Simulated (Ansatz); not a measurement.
Rows from a G0W0 calculation on Y2CF2/Y2CF2 (MXene multilayer) (Ansatz 0.2.0; G0W0 on PBE, plane waves, PAW; 6×6×1 mesh, 173 empty bands, screening to 28 eV), in eV. Spin-orbit coupling is left out.

```csv
row,k,band,start,Σx,Σc at the solution,Vxc
A,Γ,c2,-1.389,-3.893,-2.711,-7.120
B,Γ,c1,-1.411,-3.897,-2.736,-7.135
C,"(0.000, -0.500, 0.000)",v1,-4.403,-16.997,2.332,-14.881
D,Γ,v1,-4.243,-17.080,2.229,-15.064
E,"(0.000, -0.500, 0.000)",c2,-2.930,-9.058,-3.580,-13.527
F,"(0.000, -0.500, 0.000)",c1,-3.125,-8.688,-3.548,-13.134
```

Q: Work out each quasiparticle level and how far it moved.

The quasiparticle equation reads E = start + Σx + Σc(E) − Vxc.

```
row  E (eV)  shift (eV)
  A  -0.872      +0.516
  B  -0.909      +0.502
  C  -4.187      +0.216
  D  -4.030      +0.213
  E  -2.040      +0.890
  F  -2.227      +0.899
```

Limits: not at the basis limit; coarse mesh for a sheet; no spin-orbit coupling.

[Paths, hosts, dates, memory and timing lines, banners, echoed tables and standing remarks are left out of the program output.]

[Logs are printed without paths, hosts, clocks, repeated set-up lines and the standing remarks that a program may print on its own settings, such as how far it seeks lower states.]

[Runs of the session that timed out or met a known fault of the program may be left out.]

[Cells called generated may have been cut or substituted from an entry of the Crystallography Open Database or the Materials Project.]

[Hosts, paths, dates, database ids (printed as entryN), source tags and the programs' standing remarks are cut or masked in the printed files.]
